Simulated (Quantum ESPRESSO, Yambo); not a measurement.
Planning a run of Yambo 5.3.0 on WS2 (Tungstenite). The input:

```
HF_and_locXC
gw0
dyson
ppa
em1d
rim_cut
RandQpts= 1000000
RandGvec= 1 RL
EXXRLvcs= 62 Ry
VXCRLvcs= 248 Ry
Chimod= "HARTREE"
% BndsRnXp
 1 | 173 |
%
NGsBlkXp= 7 Ry
% LongDrXp
 1 | 1 | 1 |
%
% GbndRnge
 1 | 173 |
%
DysSolver= "n"
ExtendOut
PPAPntXp= 27.21138 eV
% QPkrange
 1 | 1 | 25 | 28 |
 9 | 9 | 25 | 28 |
 13 | 13 | 25 | 28 |
%
```

```sh
OMP_NUM_THREADS=2 mpirun -n 4 yambo -F gw4.in -J gw4 -C gw4 > gw4.log
```

The stored states that it reads are on a 6×6×2 mesh. The structure is hexagonal, space group P6_3/mmc (No. 194). Conventional cell: a = 3.153 Å, b = 3.153 Å, c = 12.323 Å, α = 90.00°, β = 90.00°, γ = 120.00°. W has 6 S at 2.40 Å nearest. Nearest to S lie 3 W at 2.40 Å. Farther neighbours and most contacts between anions are not listed.

Q: Estimate wall time and host memory on 4 MPI ranks of Arm Neoverse V2, shared host.

It took 4.1 min; on shared hardware allow 2 min to 8.1 min. Peak host memory was 2.9 GiB.

The screening grows as filled bands × empty bands × pairs of k points, times the square of the screening basis for the matrix.

[Paths, hosts, dates, memory and timing lines, banners, echoed tables and standing remarks are left out of the program output.]

[Logs are printed without paths, hosts, clocks, repeated set-up lines and the standing remarks that a program may print on its own settings, such as how far it seeks lower states.]

[Runs of the session that timed out or met a known fault of the program may be left out.]

[Hosts, paths, dates, database ids (printed as entryN), source tags and the programs' standing remarks are cut or masked in the printed files.]
